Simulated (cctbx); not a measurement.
# A crystallographic session in cctbx: Tb12Mg4InSn

Library: cctbx 2025.11. The data are simulated by the first script.

## 1. Simulate the data

run.py:

```python
from cctbx import adptbx, crystal, miller, sgtbx, xray
from cctbx.array_family import flex
from iotbx.shelx import hklf
from scitbx import matrix
import scitbx.random

cs = crystal.symmetry(unit_cell=(9.995, 10.444, 10.452, 90, 90, 90), space_group_symbol='Hall: -I 2 2')  # Immm
atoms = [  # label, site, U (iso, or U11 U22 U33 U12 U13 U23 in A^2), occupancy
    ("Tb1", (0.2877, 0.5, 0.319), (0.0058, 0.0054, 0.0064, 0.0000, 0.0008, 0.0000), 1),
    ("Tb2", (0.3072, 0.8234, 0.5), (0.0058, 0.0058, 0.0058, 0.0001, 0.0000, 0.0000), 1),
    ("Tb3", (0, 0.2585, 0.7089), (0.0054, 0.0071, 0.0061, 0.0000, 0.0000, 0.0007), 1),
    ("Sn1", (0, 0, 0.5), (0.0060, 0.0060, 0.0061, -0.0000, 0.0000, 0.0000), 1),
    ("In1", (0.5, 0, 0), (0.0077, 0.0056, 0.0056, -0.0000, 0.0000, 0.0000), 1),
    ("Mg1", (0, 0.8793, 0), (0.0120, 0.0127, 0.0130, 0.0000, 0.0000, 0.0000), 1),
    ("Mg2", (0.5, 0, 0.3578), (0.0101, 0.0116, 0.0103, 0.0000, 0.0000, 0.0000), 1),
]
xs = xray.structure(crystal_symmetry=cs)
for label, site, u, occ in atoms:
    u = adptbx.u_cif_as_u_star(cs.unit_cell(), u) if isinstance(u, tuple) else u
    xs.add_scatterer(xray.scatterer(label, site=site, u=u, occupancy=occ))
xs.set_inelastic_form_factors(0.71073, "sasaki")
xs.show_summary()
p1 = xs.expand_to_p1()
ms = miller.build_set(p1, anomalous_flag=True, d_min=0.6)
flex.set_random_seed(220976)
scitbx.random.set_random_seed(220976)
ms = ms.select(flex.random_double(ms.size()) < 0.95)
i = ms.structure_factors_from_scatterers(p1, algorithm="direct").f_calc().as_intensity_array().data()
i = i / flex.sqrt(1 + 0.3 * i / flex.max(i))  # extinction
i = i * 40000 / flex.max(i)
sig = flex.sqrt(i + flex.pow2(0.02 * i) + 2 ** 2)
noise = scitbx.random.variate(scitbx.random.normal_distribution())(i.size())
data = ms.array(data=i + sig * noise, sigmas=sig).set_observation_type_xray_intensity()
with open("data.hkl", "w") as f:
    data.export_as_shelx_hklf(f)
print("reflections written:", data.size(), " <I/sigma> = %.1f" % flex.mean(data.data() / data.sigmas()))
for h, a, b in list(data.sort("data"))[:12]:
    print("%4d%4d%4d %9.1f %7.1f" % (h + (a, b)))
```

```console
$ python run.py
```

```text
Number of scatterers: 7
At special positions: 7
Unit cell: (9.995, 10.444, 10.452, 90, 90, 90)
Space group: I m m m (No. 71)
reflections written: 20052  <I/sigma> = 11.5
   3   0  -5   41414.4   824.6
   2   2   2   40481.3   819.6
  -2  -2   2   40046.2   819.6
  -3   0   5   39962.2   824.6
  -3   0  -5   39840.9   824.6
  -2  -2  -2   39816.2   819.6
   2  -2   2   39787.0   819.6
  -2   2  -2   39749.4   819.6
   3   0   5   39719.0   824.6
   2  -2  -2   39428.9   819.6
  -2   2   2   39411.2   819.6
   2   2  -2   38981.6   819.6
```

Run time: 0.33 s on 1 thread of AMD EPYC 7B13 (Zen 3), on a shared host, peak memory 0.07 GiB.

## 2. Symmetry

run.py:

```python
from cctbx import crystal, sgtbx, statistics
from cctbx.array_family import flex
from iotbx.shelx import hklf

p1 = crystal.symmetry(unit_cell=(9.995, 10.444, 10.452, 90, 90, 90), space_group_symbol="P 1")
raw = hklf.reader(file_name="data.hkl").as_miller_arrays(crystal_symmetry=p1, anomalous=True)[0]
print(raw.size(), "reflections to d = %.3f A" % raw.d_min())
isig = raw.data() / raw.sigmas()
print("centring   violations  <I/sigma> of those")
best = "P"
for c in "ABCIRF":
    a = raw.customized_copy(space_group_info=sgtbx.space_group_info("Hall: %s 1" % c)).sys_absent_flags().data()
    m = flex.mean(isig.select(a))
    print("%5s %10d of %5d %8.1f" % (c, (isig.select(a) > 4).count(True), a.count(True), m))
    if (isig.select(a) > 4).count(True) < 0.01 * a.count(True):
        best = c
raw = raw.select(~raw.customized_copy(space_group_info=sgtbx.space_group_info("Hall: %s 1" % best)).sys_absent_flags().data())
isig = raw.data() / raw.sigmas()
rows = []
for s in sgtbx.space_group_symbol_iterator():
    g = sgtbx.space_group(s)
    if g.conventional_centring_type_symbol() != best or not g.is_compatible_unit_cell(p1.unit_cell(), 1e-3, 0.02):
        continue
    rows.append((s, g))
print("Laue class    unique    Rint  (classes that these axes allow; Friedel mates merged)")
rint = {}
for s, g in rows:
    laue = g.build_derived_patterson_group()
    key = laue.type().hall_symbol()
    if key not in rint:
        m = raw.customized_copy(space_group_info=laue.info(), anomalous_flag=False).merge_equivalents()
        rint[key] = m.r_int()
        print("%-14s %6d %7.3f" % (laue.type().lookup_symbol(), m.array().size(), m.r_int()))
floor = min(rint.values())
good = [(s, g) for s, g in rows if rint[g.build_derived_patterson_group().type().hall_symbol()] < 2 * floor + 0.03]
top = max(g.build_derived_patterson_group().order_z() for s, g in good)
print("space group    extra absences  I>4sigma  <I/sigma>")
for s, g in good:
    laue = g.build_derived_patterson_group()
    if laue.order_z() != top:
        continue
    a = raw.customized_copy(space_group_info=g.info()).sys_absent_flags().data()
    a &= ~raw.customized_copy(space_group_info=laue.info()).sys_absent_flags().data()
    bad = (isig.select(a) > 4).count(True)
    if bad <= 0.03 * a.count(True):
        print("%-16s %8d %10d %9s  %s" % (s.universal_hermann_mauguin(), a.count(True), bad, "%.1f" % flex.mean(isig.select(a)) if a.count(True) else "-", "centric" if g.is_centric() else "acentric"))
laue = max(good, key=lambda t: t[1].build_derived_patterson_group().order_z())[1].build_derived_patterson_group()
f = raw.customized_copy(space_group_info=laue.info(), anomalous_flag=False).merge_equivalents().array().eliminate_sys_absent().f_sq_as_f()
f.set_observation_type_xray_amplitude()
bins = max(3, min(8, f.size() // 12))
f.setup_binner(n_bins=bins)
w = statistics.wilson_plot(f, {e: n / laue.order_z() for e, n in {'Tb': 24.0, 'Sn': 2.0, 'In': 2.0, 'Mg': 8.0}.items()}, e_statistics=True)
print("Wilson B = %.2f A^2   <|E^2-1|> = %.3f (0.968 centric, 0.736 acentric)   E^2>4: %.1f %%" % (w.wilson_b, w.mean_e_sq_minus_1, w.percent_e_sq_gt_2))
print("shell (A)         n   <I/sigma>")
m = raw.customized_copy(space_group_info=laue.info(), anomalous_flag=False).merge_equivalents().array().eliminate_sys_absent()
for b in m.setup_binner(n_bins=bins).range_used():
    sel = m.binner().selection(b)
    print("%5.2f - %4.2f %6d %8.1f" % (min(m.binner().bin_d_range(b)[0] if m.binner().bin_d_range(b)[0] > 0 else 99, 99), m.binner().bin_d_range(b)[1], sel.count(True), flex.mean((m.data() / m.sigmas()).select(sel))))
```

```console
$ python run.py
```

```text
20052 reflections to d = 0.600 A
centring   violations  <I/sigma> of those
    A       4525 of 10025     11.4
    B       4490 of 10041     10.4
    C       4583 of 10032     11.4
    I          1 of 10062      0.0
    R       6094 of 13368     11.5
    F       6799 of 15049     11.1
Laue class    unique    Rint  (classes that these axes allow; Friedel mates merged)
I 1 2/m 1        2756   0.018
I 1 1 2/m        2756   0.018
I 2/m 1 1        2761   0.019
I m m m          1499   0.020
space group    extra absences  I>4sigma  <I/sigma>
I 2 2 2                 0          0         -  acentric
I 21 21 21              0          0         -  acentric
I m m 2                 0          0         -  acentric
I 2 m m                 0          0         -  acentric
I m 2 m                 0          0         -  acentric
I m m m                 0          0         -  centric
Wilson B = 0.41 A^2   <|E^2-1|> = 0.863 (0.968 centric, 0.736 acentric)   E^2>4: 2.8 %
shell (A)         n   <I/sigma>
 7.39 - 1.20    215     65.0
 1.20 - 0.95    192     62.2
 0.95 - 0.83    182     61.9
 0.83 - 0.76    183     51.5
 0.76 - 0.70    186     53.1
 0.70 - 0.66    186     49.8
 0.66 - 0.63    176     47.1
 0.63 - 0.60    179     50.1
```

Time: 0.31 s.

## 3. Charge flipping

run.py:

```python
import itertools
from cctbx import crystal, maptbx
from cctbx.array_family import flex
from iotbx.shelx import hklf
from smtbx.ab_initio import charge_flipping as cf

cs = crystal.symmetry(unit_cell=(9.995, 10.444, 10.452, 90, 90, 90), space_group_symbol='Hall: -I 2 2')  # Immm
raw = hklf.reader(file_name="data.hkl").as_miller_arrays(crystal_symmetry=cs, anomalous=True)[0]
merged = raw.eliminate_sys_absent().merge_equivalents()
fo2 = merged.array().set_observation_type_xray_intensity()
f = fo2.average_bijvoet_mates().f_sq_as_f().resolution_filter(d_min=0.8)
p1 = f.expand_to_p1()
p1.setup_binner_counting_sorted(reflections_per_bin=max(40, p1.size() // 12))
work = p1.array(data=p1.data() / p1.amplitude_quasi_normalisations().data())
flex.set_random_seed(19565)
it = cf.weak_reflection_improved_iterator(delta=None, weak_reflection_fraction=0.2)
it.start(work, phases=flex.random_double(p1.size()) * 6.2832, f_000=0)
it.delta = 1.2 * it.rho_map.sigma()
print("cycle      R  skewness")
for n, st in enumerate(itertools.islice(it, 6)):
    if n % 1 == 0:
        print("%5d %6.3f %8.2f" % (n, st.r1_factor(), st.rho_map.skewness()))
rho = p1.phase_transfer(it.f_calc).fft_map().apply_volume_scaling()
polish = cf.low_density_elimination_iterator(constant_rho_c=rho.sigma())
polish.start(f_obs=p1, phases=it.f_calc, f_000=0)
for _ in range(8):
    next(polish)
print("origin shift          correlation  skewness")
maps = []
for fc, shift, cc in itertools.islice(cf.f_calc_symmetrisations(f, polish.f_calc, 0), 4):
    m = f.phase_transfer(fc).fft_map(symmetry_flags=maptbx.use_space_group_symmetry, resolution_factor=0.25).apply_sigma_scaling()
    maps.append((m.skewness(), cc, m))
    print("%6.3f %6.3f %6.3f %10.3f %9.2f" % (tuple(shift) + (cc, m.skewness())))
skew, cc, m = max((t for t in maps if t[1] > maps[0][1] - 0.04), key=lambda t: t[0])
print("taken: symmetry correlation %.3f, skewness %.2f" % (cc, skew))
peaks = m.peak_search(parameters=maptbx.peak_search_parameters(min_distance_sym_equiv=0.9, max_clusters=12)).all()
sps = cs.special_position_settings(min_distance_sym_equiv=0.5)
print("peak      x       y       z  mult  height/sigma")
for k, (x, h) in enumerate(zip(peaks.sites(), peaks.heights())):
    ss = sps.site_symmetry(x)
    print("Q%-3d %7.4f %7.4f %7.4f %4d %8.1f" % ((k + 1,) + tuple(t % 1 for t in ss.exact_site()) + (ss.multiplicity(), h)))
```

```console
$ python run.py
```

```text
cycle      R  skewness
    0  0.580     0.29
    1  0.607     0.50
    2  0.590     0.66
    3  0.590     0.80
    4  0.573     0.92
    5  0.569     1.03
origin shift          correlation  skewness
 0.135  0.259  0.281      0.787      1.76
 0.133  0.007  0.281      0.780      1.44
 0.132  0.004  0.487      0.775      1.83
 0.349  0.241  0.003      0.779      1.89
taken: symmetry correlation 0.779, skewness 1.89
peak      x       y       z  mult  height/sigma
Q1    0.0000  0.5000  0.2110    4     14.2
Q2    0.0000  0.0000  0.2146    4     10.2
Q3    0.1890  0.0639  0.5000    8      9.2
Q4    0.0000  0.2511  0.0000    4      8.4
Q5    0.2245  0.0000  0.4439    8      5.1
Q6    0.0000  0.0000  0.3257    4      4.8
Q7    0.1959  0.4291  0.5000    8      4.6
Q8    0.2164  0.2429  0.3189   16      4.2
Q9    0.0000  0.1259  0.2214    8      3.9
Q10   0.1663  0.2348  0.4202   16      3.9
Q11   0.0000  0.0510  0.1247    8      3.6
Q12   0.1272  0.0000  0.4447    8      3.6
```

Time: 0.38 s.

This run holds a fault made on purpose: far too few cycles.

## 4. Charge flipping

run.py, as its changes from the last script of this kind:

```diff
@@ -20,2 +20,2 @@
-for n, st in enumerate(itertools.islice(it, 6)):
-    if n % 1 == 0:
+for n, st in enumerate(itertools.islice(it, 100)):
+    if n % 8 == 0:
```

```console
$ python run.py
```

```text
cycle      R  skewness
    0  0.580     0.29
    8  0.575     1.18
   16  0.527     2.40
   24  0.518     3.08
   32  0.514     2.99
   40  0.462     3.72
   48  0.436     3.72
   56  0.428     3.58
   64  0.431     3.47
   72  0.434     3.53
   80  0.419     3.40
   88  0.426     3.54
   96  0.421     3.55
origin shift          correlation  skewness
 0.350  0.292  0.123      0.771      1.10
 0.342  0.053  0.121      0.773      0.91
 0.348  0.039  0.267      0.784      2.30
 0.341  0.302  0.264      0.777      1.83
taken: symmetry correlation 0.784, skewness 2.30
peak      x       y       z  mult  height/sigma
Q1    0.0000  0.2589  0.5000    4     15.3
Q2    0.0000  0.0000  0.2918    4     11.9
Q3    0.2144  0.0000  0.3889    8      7.5
Q4    0.0000  0.2585  0.0753    8      7.1
Q5    0.0000  0.5000  0.2882    4      5.7
Q6    0.2021  0.5000  0.3953    8      4.8
Q7    0.1991  0.3160  0.2171   16      4.7
Q8    0.0000  0.0964  0.0000    4      4.4
Q9    0.0783  0.2031  0.0000    8      3.8
Q10   0.2046  0.4292  0.0000    8      3.7
Q11   0.2383  0.3305  0.4109   16      3.6
Q12   0.0000  0.3171  0.1682    8      3.4
```

Time: 0.45 s.

## 5. Refinement (model from the peaks)

run.py:

```python
import math
from cctbx import adptbx, crystal, maptbx, sgtbx, xray
from cctbx.array_family import flex
from cctbx.xray import observations
from iotbx.shelx import hklf
from scitbx.lstbx import normal_eqns_solving
from smtbx import absolute_structure, utils
from smtbx.refinement import constraints, least_squares

cs = crystal.symmetry(unit_cell=(9.995, 10.444, 10.452, 90, 90, 90), space_group_symbol='Hall: -I 2 2')  # Immm
atoms = [  # label, site, U (iso, or U11 U22 U33 U12 U13 U23 in A^2), occupancy
    ("Tb1", (0, 0.2589, 0.5), 0.0200, 1),
    ("Tb2", (0, 0, 0.2918), 0.0200, 1),
    ("Tb3", (0.2144, 0, 0.3889), 0.0200, 1),
    ("Tb4", (0, 0.2585, 0.0753), 0.0200, 1),
    ("Mg1", (0, 0.5, 0.2882), 0.0200, 1),
    ("Mg2", (0, 0.0964, 0), 0.0200, 1),
]
xs = xray.structure(crystal_symmetry=cs)
for label, site, u, occ in atoms:
    u = adptbx.u_cif_as_u_star(cs.unit_cell(), u) if isinstance(u, tuple) else u
    xs.add_scatterer(xray.scatterer(label, site=site, u=u, occupancy=occ))
xs.set_inelastic_form_factors(0.71073, "sasaki")
raw = hklf.reader(file_name="data.hkl").as_miller_arrays(crystal_symmetry=cs, anomalous=True)[0]
merged = raw.eliminate_sys_absent().merge_equivalents()
fo2 = merged.array().set_observation_type_xray_intensity()
print("Rint %.3f, %d unique reflections to %.2f A" % (merged.r_int(), fo2.size(), fo2.d_min()))
for sc in xs.scatterers():
    sc.flags.set_grad_site(True)
    sc.flags.set_grad_u_aniso(sc.flags.use_u_aniso())
    sc.flags.set_grad_u_iso(sc.flags.use_u_iso())
obs = fo2.as_xray_observations()
extra = {}
rep = constraints.reparametrisation(xs, [], utils.connectivity_table(xs), **extra)
ls = least_squares.crystallographic_ls(obs, rep, weighting_scheme=least_squares.mainstream_shelx_weighting(a=0, b=0))
print("cycle     R1     wR2    GooF  max shift (A)")
for cycle in range(6):
    ls.build_up()
    r1, wr2, goof = ls.r1_factor(cutoff_factor=2)[0], ls.wR2(), ls.goof()
    old = xs.sites_cart()
    normal_eqns_solving.levenberg_marquardt_iterations(ls, n_max_iterations=3, tau=0.0001, step_threshold=1e-7)
    big = flex.max((xs.sites_cart() - old).norms())
    print("%4d %7.4f %7.4f %7.3f %9.5f" % (cycle + 1, r1, wr2, goof, big))
    ls.build_up(objective_only=True)
    if abs(ls.wR2() - wr2) < 5e-5 and big < 5e-4:
        break
ls.build_up()
print("final R1 %.4f wR2 %.4f GooF %.3f  parameters %d  data/parameter %.1f" % (ls.r1_factor(cutoff_factor=2)[0], ls.wR2(), ls.goof(), ls.n_parameters, fo2.size() / ls.n_parameters))
cov = ls.covariance_matrix_and_annotations()
su = dict(zip(cov.annotations, (math.sqrt(max(v, 0)) for v in cov.matrix.matrix_packed_u_diagonal())))
a2 = cs.unit_cell().reciprocal_parameters()[0] ** -2
print("atom        x        y        z      Ueq    occ   su(xyz)  su(Uiso or U11)")
for sc in xs.scatterers():
    s = max(su.get(sc.label + k, 0) for k in (".x", ".y", ".z"))
    npd = "" if sc.is_positive_definite_u(cs.unit_cell()) else "  NPD"
    print("%-5s %8.5f %8.5f %8.5f %8.4f %6.3f %8.5f %7.4f%s" % ((sc.label,) + sc.site + (sc.u_iso_or_equiv(cs.unit_cell()), sc.occupancy, s, su.get(sc.label + ".uiso", su.get(sc.label + ".u11", 0) * a2), npd)))
fo = fo2.f_sq_as_f()
fc = fo.structure_factors_from_scatterers(xs, algorithm="direct").f_calc()
diff = fo.f_obs_minus_f_calc(1 / math.sqrt(ls.scale_factor()), fc).average_bijvoet_mates()
m = diff.fft_map(symmetry_flags=maptbx.use_space_group_symmetry, resolution_factor=0.25).apply_volume_scaling()
print("difference map: max %.2f min %.2f rms %.2f" % (m.statistics().max(), m.statistics().min(), m.statistics().sigma()))
peaks = m.peak_search(parameters=maptbx.peak_search_parameters(min_distance_sym_equiv=0.6, max_clusters=6)).all()
near = xs.closest_distances(peaks.sites(), distance_cutoff=4)
sps = cs.special_position_settings(min_distance_sym_equiv=0.5)
for k, (x, h) in enumerate(zip(peaks.sites(), peaks.heights())):
    ss = sps.site_symmetry(x)
    print("Q%-3d %7.4f %7.4f %7.4f %4d %7.2f  %.2f A from %s" % ((k + 1,) + tuple(t % 1 for t in ss.exact_site()) + (ss.multiplicity(), h, near.smallest_distances[k], xs.scatterers()[near.i_seqs[k]].label)))
```

```console
$ python run.py
```

```text
Rint 0.020, 1499 unique reflections to 0.60 A
cycle     R1     wR2    GooF  max shift (A)
   1  0.9169  0.9946  63.948   1.64523
   2  0.8418  0.9804  63.035   1.52621
   3  0.8346  0.9782  62.896   0.56543
   4  0.8325  0.9776  62.855   0.33055
   5  0.8323  0.9776  62.856   0.13575
   6  0.8322  0.9776  62.856   0.09607
final R1 0.8706 wR2 0.9869 GooF 63.458  parameters 14  data/parameter 107.1
atom        x        y        z      Ueq    occ   su(xyz)  su(Uiso or U11)
Tb1    0.00000  0.25510  0.50000   0.0184  1.000  0.00970  0.0175
Tb2    0.00000  0.00000  0.27805   0.0025  1.000  0.00660  0.0100
Tb3    0.21685  0.00000  0.39171   0.0129  1.000  0.00652  0.0095
Tb4    0.00000  0.26067  0.07656   0.0113  1.000  0.00681  0.0101
Mg1    0.00000  0.50000  0.48823   0.0672  1.000  0.37937  0.4583
Mg2    0.00000  0.00473  0.00000   0.0958  1.000  1.48901  0.6823
difference map: max 2234.83 min -837.09 rms 103.81
Q1    0.0000  0.2547  0.5000    4 2281.03  0.00 A from Tb1
Q2    0.0000  0.0000  0.2772    4 2223.05  0.01 A from Tb2
Q3    0.2143  0.0000  0.3910    8 2209.38  0.03 A from Tb3
Q4    0.0000  0.2582  0.0774    8 1817.52  0.03 A from Tb4
Q5    0.1941  0.3223  0.2102   16  936.92  2.32 A from Tb3
Q6    0.2176  0.0000  0.0000    4  659.99  2.18 A from Mg2
```

Time: 0.51 s.

Figures of merit this high mean that the model is still wrong or incomplete.

## 6. Charge flipping

run.py, as its changes from the last script of this kind:

```diff
@@ -13,3 +13,2 @@
-p1.setup_binner_counting_sorted(reflections_per_bin=max(40, p1.size() // 12))
-work = p1.array(data=p1.data() / p1.amplitude_quasi_normalisations().data())
-flex.set_random_seed(19565)
+work = p1
+flex.set_random_seed(19566)
@@ -20,2 +19,2 @@
-for n, st in enumerate(itertools.islice(it, 100)):
-    if n % 8 == 0:
+for n, st in enumerate(itertools.islice(it, 200)):
+    if n % 16 == 0:
```

```console
$ python run.py
```

```text
cycle      R  skewness
    0  0.583     0.42
   16  0.494     2.88
   32  0.434     3.94
   48  0.351     4.67
   64  0.264     4.57
   80  0.250     4.49
   96  0.248     4.45
  112  0.245     4.43
  128  0.251     4.44
  144  0.245     4.43
  160  0.247     4.41
  176  0.241     4.44
  192  0.256     4.46
origin shift          correlation  skewness
 0.332  0.053  0.164      0.780      2.59
 0.330  0.046  0.362      0.777      2.09
 0.330  0.297  0.176      0.769      2.80
 0.330  0.296  0.362      0.771      2.05
taken: symmetry correlation 0.769, skewness 2.80
peak      x       y       z  mult  height/sigma
Q1    0.0000  0.0000  0.2948    4     17.5
Q2    0.0000  0.5000  0.2996    4     11.5
Q3    0.0000  0.2561  0.5000    4      8.2
Q4    0.1880  0.0555  0.0000    8      7.0
Q5    0.2111  0.2596  0.1730   16      5.7
Q6    0.2000  0.4163  0.0000    8      5.4
Q7    0.0542  0.0000  0.1320    8      5.4
Q8    0.1416  0.5000  0.1843    8      5.0
Q9    0.1556  0.1821  0.0000    8      4.2
Q10   0.2231  0.3600  0.3516   16      2.9
Q11   0.1973  0.0000  0.1743    8      2.6
Q12   0.0000  0.3123  0.0548    8      2.5
```

Run time: 0.53 s on 1 thread of AMD EPYC 7B13 (Zen 3), with other jobs on the host, peak memory 0.08 GiB.

[Logs are printed without paths, hosts, clocks, repeated set-up lines and the standing remarks that a program may print on its own settings, such as how far it seeks lower states.]
